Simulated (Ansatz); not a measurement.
# Site preference of a vacancy of Ta in random rock-salt (Ti, Nb, Ta, Hf)C solid solution (64 atoms)

At which site of random rock-salt (Ti, Nb, Ta, Hf)C solid solution (64 atoms) does a vacancy of Ta cost least, and what about the site decides it?

Method: Kohn-Sham DFT, PBE, PAW (set soft_1), plane waves, in Ansatz 0.2.0.

### 1. Starting point

The cell holds 64 atoms: 11 Nb, 32 C, 3 Ti, 9 Hf and 9 Ta. Cell: a = 8.990 Å, b = 8.990 Å, c = 8.990 Å, α = 90.0°, β = 90.0°, γ = 90.0°. It derives from TiC and HfC, TaC and NbC. Rock-salt lattice (a = 4.495 Å, the mean of the end members), 2 x 2 x 2 cells, metal sites filled at random with 3 Ti, 11 Nb, 9 Ta, 9 Hf; every coordinate displaced by a Gaussian of 0.05 Å.

What the set-up can't give: No spin–orbit coupling is included, so levels derived from the heavy atoms are approximate.

### 2. Single point at the start

The forces at the start show how far the geometry lies from a minimum of this functional.

input.yaml reads:

```yaml
crystal:
  lattice:
    - [8.99, 0.0, 0.0]
    - [0.0, 8.99, 0.0]
    - [0.0, 0.0, 8.99]
  atoms:
    - { symbol: Nb, position: [0.00683, 0.99902, 0.00897] }
    - { symbol: C, position: [0.24983, 0.00371, 0.99754] }
    - { symbol: Ti, position: [0.99349, 0.2529, 0.24895] }
    - { symbol: C, position: [0.24481, 0.24973, 0.25257] }
    - { symbol: Hf, position: [0.24597, 0.00291, 0.24251] }
    - { symbol: C, position: [0.99706, 0.00229, 0.2525] }
    - { symbol: Ta, position: [0.24825, 0.24788, 0.00178] }
    - { symbol: C, position: [0.98675, 0.24884, 0.01182] }
    - { symbol: Ti, position: [0.99972, 0.00195, 0.48842] }
    - { symbol: C, position: [0.25225, 0.99601, 0.49735] }
    - { symbol: Ta, position: [0.00341, 0.25324, 0.75199] }
    - { symbol: C, position: [0.25235, 0.24494, 0.74715] }
    - { symbol: Ta, position: [0.2498, 0.00124, 0.73814] }
    - { symbol: C, position: [0.99944, 0.00592, 0.74126] }
    - { symbol: Nb, position: [0.25071, 0.26144, 0.49912] }
    - { symbol: C, position: [0.99779, 0.24742, 0.50558] }
    - { symbol: Ti, position: [0.00487, 0.50351, 0.00433] }
    - { symbol: C, position: [0.24872, 0.49764, 0.00339] }
    - { symbol: Nb, position: [0.99908, 0.75055, 0.24723] }
    - { symbol: C, position: [0.24697, 0.74801, 0.24246] }
    - { symbol: Nb, position: [0.2517, 0.50066, 0.25217] }
    - { symbol: C, position: [0.99899, 0.4995, 0.25178] }
    - { symbol: Nb, position: [0.24696, 0.74339, 0.99357] }
    - { symbol: C, position: [0.9974, 0.75502, 0.99696] }
    - { symbol: Nb, position: [0.00097, 0.50262, 0.50599] }
    - { symbol: C, position: [0.25514, 0.50093, 0.50276] }
    - { symbol: Ta, position: [0.99858, 0.74657, 0.7474] }
    - { symbol: C, position: [0.25752, 0.76254, 0.74863] }
    - { symbol: Hf, position: [0.25045, 0.48835, 0.73542] }
    - { symbol: C, position: [0.00088, 0.50547, 0.7475] }
    - { symbol: Hf, position: [0.25122, 0.75678, 0.48935] }
    - { symbol: C, position: [0.00648, 0.74691, 0.49399] }
    - { symbol: Nb, position: [0.50012, 0.00255, 0.99724] }
    - { symbol: C, position: [0.74728, 0.99085, 0.00145] }
    - { symbol: Hf, position: [0.49825, 0.24484, 0.2466] }
    - { symbol: C, position: [0.73609, 0.25024, 0.25029] }
    - { symbol: Hf, position: [0.73946, 0.00273, 0.25175] }
    - { symbol: C, position: [0.50419, 0.99961, 0.25186] }
    - { symbol: Nb, position: [0.74358, 0.24482, 0.9974] }
    - { symbol: C, position: [0.51179, 0.24485, 0.99368] }
    - { symbol: Ta, position: [0.49953, 0.00962, 0.49935] }
    - { symbol: C, position: [0.75183, 0.99596, 0.50936] }
    - { symbol: Ta, position: [0.49944, 0.24073, 0.74443] }
    - { symbol: C, position: [0.75609, 0.26496, 0.75079] }
    - { symbol: Nb, position: [0.74607, 0.9952, 0.75415] }
    - { symbol: C, position: [0.51106, 0.99885, 0.75952] }
    - { symbol: Ta, position: [0.74907, 0.25749, 0.50061] }
    - { symbol: C, position: [0.49556, 0.24302, 0.49143] }
    - { symbol: Hf, position: [0.50551, 0.49715, 0.0001] }
    - { symbol: C, position: [0.7568, 0.49383, 0.00316] }
    - { symbol: Ta, position: [0.50956, 0.73825, 0.25062] }
    - { symbol: C, position: [0.75263, 0.75361, 0.24942] }
    - { symbol: Hf, position: [0.75249, 0.49394, 0.24093] }
    - { symbol: C, position: [0.49272, 0.50504, 0.25429] }
    - { symbol: Hf, position: [0.74178, 0.7556, 0.00315] }
    - { symbol: C, position: [0.50545, 0.75353, 0.00544] }
    - { symbol: Ta, position: [0.49965, 0.50987, 0.50996] }
    - { symbol: C, position: [0.74898, 0.50018, 0.5086] }
    - { symbol: Nb, position: [0.4945, 0.74985, 0.73918] }
    - { symbol: C, position: [0.75041, 0.75431, 0.75272] }
    - { symbol: Nb, position: [0.74626, 0.49868, 0.75751] }
    - { symbol: C, position: [0.50677, 0.4976, 0.75084] }
    - { symbol: Hf, position: [0.74177, 0.7482, 0.50383] }
    - { symbol: C, position: [0.49471, 0.74273, 0.49198] }
kpoints:
  mp_grid: { grid: [2, 2, 2] }
hamiltonian:
  xc: pbe
  pseudopotentials: { kind: paw, azcp: { folder: soft_1 } }
scf:
  occupations: { method: fermi_dirac, width: 0.05 }
output:
  forces: true
```

On the command line:

```bash
$ ansatz run input.yaml --threads 16 --pin off --max-ram 31232MiB --backend cpu --events-out ev --progress --plain --runs-dir out
```

Numbers of over 12 decimals in the logs are rounded to 6 here.

The log of the run:

```text
Engine: ansatz 0.2.0, aarch64-unknown-linux-gnu
Pseudopotentials: kind: paw
Pseudopotential: Nb, paw, valence charge 13, recommended cutoff 420 eV (normal), soft_1/Nb.paw.azcp
Pseudopotential: C, paw, valence charge 4, recommended cutoff 420 eV (normal), soft_1/C.paw.azcp
Pseudopotential: Ti, paw, valence charge 12, recommended cutoff 420 eV (normal), soft_1/Ti.paw.azcp
Pseudopotential: Hf, paw, valence charge 26, recommended cutoff 420 eV (normal), soft_1/Hf.paw.azcp
Pseudopotential: Ta, paw, valence charge 13, recommended cutoff 420 eV (normal), soft_1/Ta.paw.azcp
[... 5 lines on functional and potentials left out ...]
Crystal: 64 atoms, lattice volume = 726.573 Å³
Basis set: ecut = 420 eV, 14147 PW (Γ), exchange–correlation on 128×128×128 points (8 copies of the dense FFT grid, shifted against one another)
Bands: 393, of which v1, the nominal top of the filled ones, is band 329 counted from 1 (328 counted from 0)
Symmetry: 1 space group operations
Space group: P1 (ITA 1), of the structure as read, at distance tolerance 9.0e-5 Å
k-points: 8
[... 11 lines on functional and potentials left out ...]
Initial density: superposition of atomic densities (chi_scale 0.1, normalization cell, long waves kept (reshape's long-wave potential 0.32 eV rms))
Initial wavefunctions: pseudopotential atomic-orbital guess
Functional: x = pbe(κ = 0.804, μ = 0.219515), c = pbe(β = 0.066725)
SCF iter   1: F=—  HF=-296612.214500 eV  |F-HF|=—  |Δ(HF+E_count)|=         —  Δρ=1.46e-1  dr2=3.57e2  ethr=3.10e-3  ⟨swp⟩=4.8  Hψ=11487  notcnv=0  defer=281
preconditioner: auto → Kerker (q_TF=auto, 2.684 Å⁻¹)  [metal: Δε(μ)=0.060 eV  Ē_g=13.715 eV  σ=0.050 eV  W_gap=0.29  n_scr=250 (ndim 8)  ℏωp=29.8 eV  f_vac=0.000  D(μ)=19.53/eV (n_scr^D=122)]
SCF iter   2: F=—  HF=-296559.407473 eV  |F-HF|=—  |Δ(HF+E_count)|=    5.28e1  Δρ=7.12e-2  dr2=1.11e2  ethr=3.10e-3  ⟨swp⟩=3.0  Hψ=5757  notcnv=0  defer=357
SCF iter   3: F=—  HF=-296543.505215 eV  |F-HF|=—  |Δ(HF+E_count)|=    1.59e1  Δρ=1.97e-2  dr2=5.96e0  ethr=3.10e-3  ⟨swp⟩=5.1  Hψ=9274  notcnv=0  defer=355
SCF iter   4: F=—  HF=-296543.138785 eV  |F-HF|=—  |Δ(HF+E_count)|=   3.66e-1  Δρ=8.84e-3  dr2=1.42e0  ethr=9.06e-4  ⟨swp⟩=4.5  Hψ=6016  notcnv=0  defer=348
SCF iter   5: F=—  HF=-296542.628657 eV  |F-HF|=—  |Δ(HF+E_count)|=   5.10e-1  Δρ=3.99e-3  dr2=5.09e-1  ethr=2.15e-4  ⟨swp⟩=4.5  Hψ=6016  notcnv=0  defer=332
SCF iter   6: F=—  HF=-296542.540923 eV  |F-HF|=—  |Δ(HF+E_count)|=   8.77e-2  Δρ=1.76e-3  dr2=4.46e-2  ethr=7.74e-5  ⟨swp⟩=2.8  Hψ=4870  notcnv=0  defer=332
SCF iter   7: F=—  HF=-296542.534330 eV  |F-HF|=—  |Δ(HF+E_count)|=   6.59e-3  Δρ=5.78e-4  dr2=7.13e-3  ethr=6.77e-6  ⟨swp⟩=2.0  Hψ=4443  notcnv=0  defer=332
SCF iter   8: F=—  HF=-296542.533477 eV  |F-HF|=—  |Δ(HF+E_count)|=   8.53e-4  Δρ=1.78e-4  dr2=3.12e-4  ethr=1.08e-6  ⟨swp⟩=2.0  Hψ=5388  notcnv=0  defer=332
SCF iter   9: F=—  HF=-296542.533349 eV  |F-HF|=—  |Δ(HF+E_count)|=   1.28e-4  Δρ=1.08e-4  dr2=1.02e-4  ethr=4.75e-8  ⟨swp⟩=3.0  Hψ=5569  notcnv=0  defer=332
SCF iter  10: F=—  HF=-296542.533275 eV  |F-HF|=—  |Δ(HF+E_count)|=   7.35e-5  Δρ=3.02e-5  dr2=9.56e-6  ethr=1.55e-8  ⟨swp⟩=2.0  Hψ=5381  notcnv=0  defer=332
SCF iter  11: F=—  HF=-296542.534568 eV  |F-HF|=—  |Δ(HF+E_count)|=   1.29e-3  Δρ=9.26e-6  dr2=9.48e-7  ethr=1.45e-9  ⟨swp⟩=2.1  Hψ=5688  notcnv=0  defer=332
SCF iter  12: F=—  HF=-296542.534568 eV  |F-HF|=—  |Δ(HF+E_count)|=   7.25e-8  Δρ=4.68e-6  dr2=2.08e-7  ethr=1.44e-10  ⟨swp⟩=2.2  Hψ=5398  notcnv=0  defer=332
SCF iter  13: F=—  HF=-296542.534568 eV  |F-HF|=—  |Δ(HF+E_count)|=   1.71e-7  Δρ=2.88e-6  dr2=9.40e-8  ethr=1.52e-11  ⟨swp⟩=5.5  Hψ=10976  notcnv=0
SCF iter  14: F=-296542.534568 eV  HF=-296542.534568 eV  |F-HF|=3.04e-8  |Δ(HF+E_count)|=   4.81e-8  Δρ=1.18e-6  dr2=2.03e-8  ethr=1.43e-11  ⟨swp⟩=4.9  Hψ=9287  notcnv=0
SCF 1 converged in 14 iterations: F = -296542.534568 eV  dr2 = 2.03e-8
  greatest PAW one-centre occupation: 0.999 electrons in one spin orbital (limit 2), on the Ta atom at site 50 (counted from 0), in its partial waves of l = 0
SCF converged after 14 iterations
Free energy (F): -296542.534568 eV
Harris-Foulkes:  -296542.534568 eV  (|F-HF|=3.04e-8)
Internal energy: -296542.174853 eV  (E = F + TS)
E sigma→0 (E₀):  -296542.354711 eV
Entropy (-TS):   -0.359715 eV (-5.621 meV/atom)
Fermi energy:    18.948338 eV
--- Per-component energies (eV) ---
  E_band       = -608.401839
  E_kinetic    = 14964.499201
  E_local      = -79970.241237  (includes V_loc(G=0)·N_el)
  E_nonlocal   = 2398.713165
  E_hartree    = 37253.135639
  E_xc         = -9015.298278
  E_vxc        = -8962.497290  (∫ρ·V_xc dr)
  E_paw        = -184252.294093  (= ΣΔE_a)
  E_vpaw       = -3545.160710  (= ΣTr[D̂ρ^β])
  E_aug_tail   = 0.002362  (compensation charges beyond the density's cutoff)
  E_ewald      = -77920.691611
  E_smearing   = -0.359715  (= −TS)
  E_closure    = -0.000000  (closes the sum)
  Σ components = -296542.534568   (vs F -296542.534568, Δ=0.00e0)
--- Forces (eV/Å), atoms counted from 1 ---
  atom   1  Nb    -0.67690532     0.21722128    -0.96510563
  atom   2  C     -0.16090594    -0.63176068    -0.89624176
  atom   3  Ti     0.54377346    -0.03519411     0.23173966
  atom   4  C     -0.40996191     0.57715179    -0.71652549
  atom   5  Hf     0.63894497    -0.44648093     1.18501824
  atom   6  C     -0.06553522     0.34578667    -0.12743855
  atom   7  Ta    -0.05565810     0.82727252     0.05776394
  atom   8  C      1.66572511     0.24342962    -1.11837444
  atom   9  Ti    -0.26329593     0.19606229     0.70019453
  atom  10  C     -0.40504237     1.25636980     0.24218313
  atom  11  Ta    -0.03227936    -0.48852088     0.23912591
  atom  12  C     -0.33561275    -0.24286916     0.44724890
  atom  13  Ta     0.17896998     0.56949058     1.02629624
  atom  14  C      0.44236379    -0.33634493     0.52938640
[...]
atom  63  Hf     1.79969019     0.26282436    -0.37470036
  atom  64  C      0.74361527     1.30165057     0.30817944
  max |Σ_I F_I| component: 5.51e-5 eV/Å
```

The job ended after 27 s (16 threads of Arm Neoverse V2, shared host; peak memory 9.7 GiB; 6.6 min of CPU time).

The column dr2 measures how far the density is from self-consistency, as an energy; F and HF (Harris–Foulkes) agree once it is small.

The r.m.s. force at the start is 0.86 eV/Å.

### 3. Relaxation

The atoms are relaxed in the fixed cell, aiming at the force tolerance of the input.

input.yaml reads:

```yaml
crystal:
  lattice:
    - [8.99, 0.0, 0.0]
    - [0.0, 8.99, 0.0]
    - [0.0, 0.0, 8.99]
  atoms:
    [... the 64 atom lines of step 2 ...]
kpoints:
  mp_grid: { grid: [2, 2, 2] }
hamiltonian:
  xc: pbe
  pseudopotentials: { kind: paw, azcp: { folder: soft_1 } }
scf:
  occupations: { method: fermi_dirac, width: 0.05 }
output:
  forces: true
relax:
  f_tol: 0.05
  max_steps: 120
```

The log of the run:

```text
[...]
Crystal: 64 atoms, lattice volume = 726.573 Å³
Basis set: ecut = 420 eV, 14147 PW (Γ), exchange–correlation on 128×128×128 points (8 copies of the dense FFT grid, shifted against one another)
Bands: 395, of which v1, the nominal top of the filled ones, is band 329 counted from 1 (328 counted from 0)
Symmetry: 1 space group operations
[...]
k-points: 8
[...]
SCF iter   1: F=—  HF=-296612.214513 eV  |F-HF|=—  |Δ(HF+E_count)|=         —  Δρ=1.46e-1  dr2=3.57e2  ethr=3.10e-3  ⟨swp⟩=4.6  Hψ=11563  notcnv=0  defer=291
[...]
SCF iter  10: F=-296542.534562 eV  HF=-296542.534569 eV  |F-HF|=7.22e-6  |Δ(HF+E_count)|=   5.73e-5  Δρ=2.95e-5  dr2=9.32e-6  ethr=9.50e-9  ⟨swp⟩=5.0  Hψ=9608  notcnv=0
SCF 1 converged in 10 iterations: F = -296542.534562 eV  dr2 = 9.32e-6
[...]
relax step   1: F+E_penalty+E_count = -296542.53456226 eV  Δ(F+E_penalty+E_count) = +0.000e0 eV  max|allowed force component| = 3.173e0 eV/Å  Δτ_max = 0.0000 Å  (10 SCF iters, dr2 threshold 6.25e-5 eV, accepted)
[...]
relax step   2: F+E_penalty+E_count = -296545.36553685 eV  Δ(F+E_penalty+E_count) = -2.831e0 eV  max|allowed force component| = 1.620e0 eV/Å  Δτ_max = 0.1945 Å  (7 SCF iters, dr2 threshold 1.00e-4 eV, accepted)
[...]
relax step   3: F+E_penalty+E_count = -296546.75582679 eV  Δ(F+E_penalty+E_count) = -1.390e0 eV  max|allowed force component| = 3.461e-1 eV/Å  Δτ_max = 0.1141 Å  (7 SCF iters, dr2 threshold 1.00e-4 eV, accepted)
relax step   4: F+E_penalty+E_count = -296546.76865448 eV  Δ(F+E_penalty+E_count) = -1.283e-2 eV  max|allowed force component| = 5.589e-1 eV/Å  Δτ_max = 0.0871 Å  (7 SCF iters, dr2 threshold 7.49e-6 eV, accepted)
relax step   5: F+E_penalty+E_count = -296546.86921323 eV  Δ(F+E_penalty+E_count) = -1.006e-1 eV  max|allowed force component| = 1.860e-1 eV/Å  Δτ_max = 0.0459 Å  (6 SCF iters, dr2 threshold 1.95e-5 eV, accepted)
relax step   6: F+E_penalty+E_count = -296546.88849375 eV  Δ(F+E_penalty+E_count) = -1.928e-2 eV  max|allowed force component| = 1.368e-1 eV/Å  Δτ_max = 0.0162 Å  (6 SCF iters, dr2 threshold 3.83e-6 eV, accepted)
relax step   7: F+E_penalty+E_count = -296546.89306338 eV  Δ(F+E_penalty+E_count) = -4.570e-3 eV  max|allowed force component| = 2.377e-1 eV/Å  Δτ_max = 0.0451 Å  (9 SCF iters, accepted)
relax step   8: F+E_penalty+E_count = -296546.88380623 eV  Δ(F+E_penalty+E_count) = +9.257e-3 eV  max|allowed force component| = 2.747e-1 eV/Å  Δτ_max = 0.0659 Å  (7 SCF iters, dr2 threshold 3.05e-5 eV, rejected (line search))
relax step   9: F+E_penalty+E_count = -296546.90992977 eV  Δ(F+E_penalty+E_count) = -1.687e-2 eV  max|allowed force component| = 7.059e-2 eV/Å  Δτ_max = 0.0309 Å  (8 SCF iters, accepted)
relax step  10: F+E_penalty+E_count = -296546.91225161 eV  Δ(F+E_penalty+E_count) = -2.322e-3 eV  max|allowed force component| = 5.630e-2 eV/Å  Δτ_max = 0.0126 Å  (7 SCF iters, accepted)
[...]
relax step  11: F+E_penalty+E_count = -296546.91285210 eV  Δ(F+E_penalty+E_count) = -6.005e-4 eV  max|allowed force component| = 3.993e-2 eV/Å  Δτ_max = 0.0071 Å  (7 SCF iters, accepted)
SCF converged after 7 iterations
Free energy (F): -296546.912852 eV
[...]
Internal energy: -296546.715198 eV  (E = F + TS)
E sigma→0 (E₀):  -296546.814025 eV
Entropy (-TS):   -0.197654 eV (-3.088 meV/atom)
Fermi energy:    18.958624 eV
[...]
--- Forces (eV/Å), atoms counted from 1 ---
  atom   1  Nb     0.00111547     0.00878615    -0.00643572
  atom   2  C     -0.00847107    -0.00341057     0.00205338
  atom   3  Ti    -0.01338387     0.00328552    -0.01291210
  atom   4  C      0.00762393     0.00108507     0.00892507
  atom   5  Hf    -0.00168306    -0.00015223    -0.01054472
  atom   6  C     -0.00135359    -0.00893769    -0.00783395
  atom   7  Ta    -0.00586702     0.00696906     0.00054803
  atom   8  C      0.00360774    -0.00137488     0.01207620
  atom   9  Ti    -0.00135009     0.00813273     0.01598729
  atom  10  C     -0.01271191    -0.01753030    -0.00353241
  atom  11  Ta    -0.02077082    -0.00006270     0.00111218
  atom  12  C      0.00348924     0.00021401     0.00035921
  atom  13  Ta     0.01466328     0.00577385     0.00854222
  atom  14  C      0.00137951    -0.01292261    -0.00144090
[...]
atom  63  Hf     0.01218794     0.00699171    -0.02041959
  atom  64  C      0.00328156    -0.00773865     0.00606976
  max |Σ_I F_I| component: 7.07e-5 eV/Å
--- Relaxed structure (11 steps of the walk, 10 accepted, 0 SCFs on fresh bases) ---
  F+E_penalty+E_count = -296546.91285210 eV   max|allowed force component| = 3.993e-2 eV/Å
  atoms:
    - { symbol: Nb, position: [-0.00387078, 1.010057, -0.00565292] }
    - { symbol: C, position: [0.247721, -0.000375358, 0.995874] }
    - { symbol: Ti, position: [1.000565, 0.250063, 0.251619] }
    - { symbol: C, position: [0.246073, 0.250538, 0.248416] }
[...]
- { symbol: C, position: [0.500033, 0.749620, 0.499020] }
```

The job ended after 2.8 min (16 threads; peak memory 10 GiB; 42 min of CPU time).

The relaxation converged after 11 steps, 4.38 eV below its start, with a largest force component of 0.040 eV/Å.

### 4. Single point at the relaxed geometry

One more single point at the end of the walk gives the fuller output and checks the residual forces.

input.yaml reads:

```yaml
crystal:
  lattice:
    - [8.99, 0.0, 0.0]
    - [0.0, 8.99, 0.0]
    - [0.0, 0.0, 8.99]
  atoms:
    - { symbol: Nb, position: [0.99613, 0.01006, 0.99435] }
    - { symbol: C, position: [0.24772, 0.99962, 0.99587] }
    - { symbol: Ti, position: [0.00056, 0.25006, 0.25162] }
    - { symbol: C, position: [0.24607, 0.25054, 0.24842] }
    - { symbol: Hf, position: [0.24735, 0.00187, 0.24867] }
    - { symbol: C, position: [0.99979, 0.00029, 0.2502] }
    [... 52 atom lines left out ...]
    - { symbol: Nb, position: [0.49923, 0.76082, 0.75335] }
    - { symbol: C, position: [0.75264, 0.7494, 0.74876] }
    - { symbol: Nb, position: [0.75469, 0.49387, 0.74954] }
    - { symbol: C, position: [0.50265, 0.49812, 0.74608] }
    - { symbol: Hf, position: [0.75198, 0.75007, 0.50083] }
    - { symbol: C, position: [0.50003, 0.74962, 0.49902] }
kpoints:
  mp_grid: { grid: [2, 2, 2] }
hamiltonian:
  xc: pbe
  pseudopotentials: { kind: paw, azcp: { folder: soft_1 } }
scf:
  occupations: { method: fermi_dirac, width: 0.05 }
output:
  forces: true
  stress: true
  populations: true
  dos:
    method: { smearing: { sigma: 0.1 } }
    de: 0.1
    projected: { site_lists: { C: [C], Hf: [Hf], Nb: [Nb], Ta: [Ta], Ti: [Ti] } }
  eigenvalues: true
  write_density: true
  write_potential: true
  volumetric_format: npy
```

The log of the run:

```text
[...]
Crystal: 64 atoms, lattice volume = 726.573 Å³
Basis set: ecut = 420 eV, 14147 PW (Γ), exchange–correlation on 128×128×128 points (8 copies of the dense FFT grid, shifted against one another)
Bands: 395, of which v1, the nominal top of the filled ones, is band 329 counted from 1 (328 counted from 0)
Symmetry: 1 space group operations
[...]
k-points: 8
[...]
SCF iter   1: F=—  HF=-296612.258147 eV  |F-HF|=—  |Δ(HF+E_count)|=         —  Δρ=1.45e-1  dr2=3.31e2  ethr=3.10e-3  ⟨swp⟩=4.2  Hψ=11529  notcnv=0  defer=212
[...]
SCF iter  14: F=-296546.912852 eV  HF=-296546.912852 eV  |F-HF|=1.48e-8  |Δ(HF+E_count)|=   9.54e-8  Δρ=1.09e-6  dr2=1.62e-8  ethr=1.22e-11  ⟨swp⟩=10.1  Hψ=23376  notcnv=0
SCF 1 converged in 14 iterations: F = -296546.912852 eV  dr2 = 1.62e-8
[...]
SCF converged after 14 iterations
Free energy (F): -296546.912852 eV
[...]
Internal energy: -296546.715226 eV  (E = F + TS)
E sigma→0 (E₀):  -296546.814039 eV
Entropy (-TS):   -0.197626 eV (-3.088 meV/atom)
Fermi energy:    18.958622 eV
[...]
--- Forces (eV/Å), atoms counted from 1 ---
  atom   1  Nb     0.00086680     0.00824002    -0.00668681
  atom   2  C     -0.00843692    -0.00268788     0.00261642
  atom   3  Ti    -0.01288134     0.00355219    -0.01298003
  atom   4  C      0.00781153     0.00113686     0.00849601
  atom   5  Hf    -0.00225551    -0.00044078    -0.00993552
  atom   6  C     -0.00089967    -0.00909928    -0.00766244
  atom   7  Ta    -0.00564824     0.00652903     0.00013579
  atom   8  C      0.00333177    -0.00095974     0.01220411
  atom   9  Ti    -0.00156434     0.00816979     0.01563282
  atom  10  C     -0.01304110    -0.01805788    -0.00381318
  atom  11  Ta    -0.02071002     0.00010663     0.00112242
  atom  12  C      0.00357680    -0.00001327     0.00032661
  atom  13  Ta     0.01477869     0.00670357     0.00892623
  atom  14  C      0.00099571    -0.01300907    -0.00159905
[...]
atom  63  Hf     0.01229511     0.00734144    -0.02062891
  atom  64  C      0.00358471    -0.00761741     0.00602515
  max |Σ_I F_I| component: 4.19e-5 eV/Å
--- Stress (GPa, compression-positive) ---
        4.868814       0.075563       0.112882
        0.075563       4.766667       0.264437
        0.112882       0.264437       4.981047
  P = ⅓ Tr σ = 4.8722 GPa (48.722 kbar)
--- Band table (eV; the first three rows and the last of 8) ---
[...]
--- Löwdin populations: 64 sites ---
  site symbol       q [e]
     0     Nb     12.3291
     1      C      4.7118
     2     Ti     11.1123
[...]
63      C      4.7433
  spilling = 0.002277 (of n_electrons = 658.000000)
```

Run time: 50 s. Hardware: 16 threads; peak memory 9.7 GiB.

Numbers from this run:

| Item | Value |
| --- | --- |
| free energy | -296546.9129 eV |
| free energy per atom | -4633.5455 eV/atom |
| SCF cycles | 14 |
| pressure | 4.872 GPa |
| r.m.s. force component | 0.00916 eV/Å |
| longest force | 0.04405 eV/Å |
| Fermi energy | 18.96 eV |
| levels partly filled by over 2 per cent | 40 |
| spilling of the projection | 0.002277 |

(Continued in part 2 of 2.)

[Logs are printed without paths, hosts, clocks, repeated set-up lines and the standing remarks that a program may print on its own settings, such as how far it seeks lower states.]

[Hosts, paths, dates, database ids (printed as entryN), source tags and the programs' standing remarks are cut or masked in the printed files.]
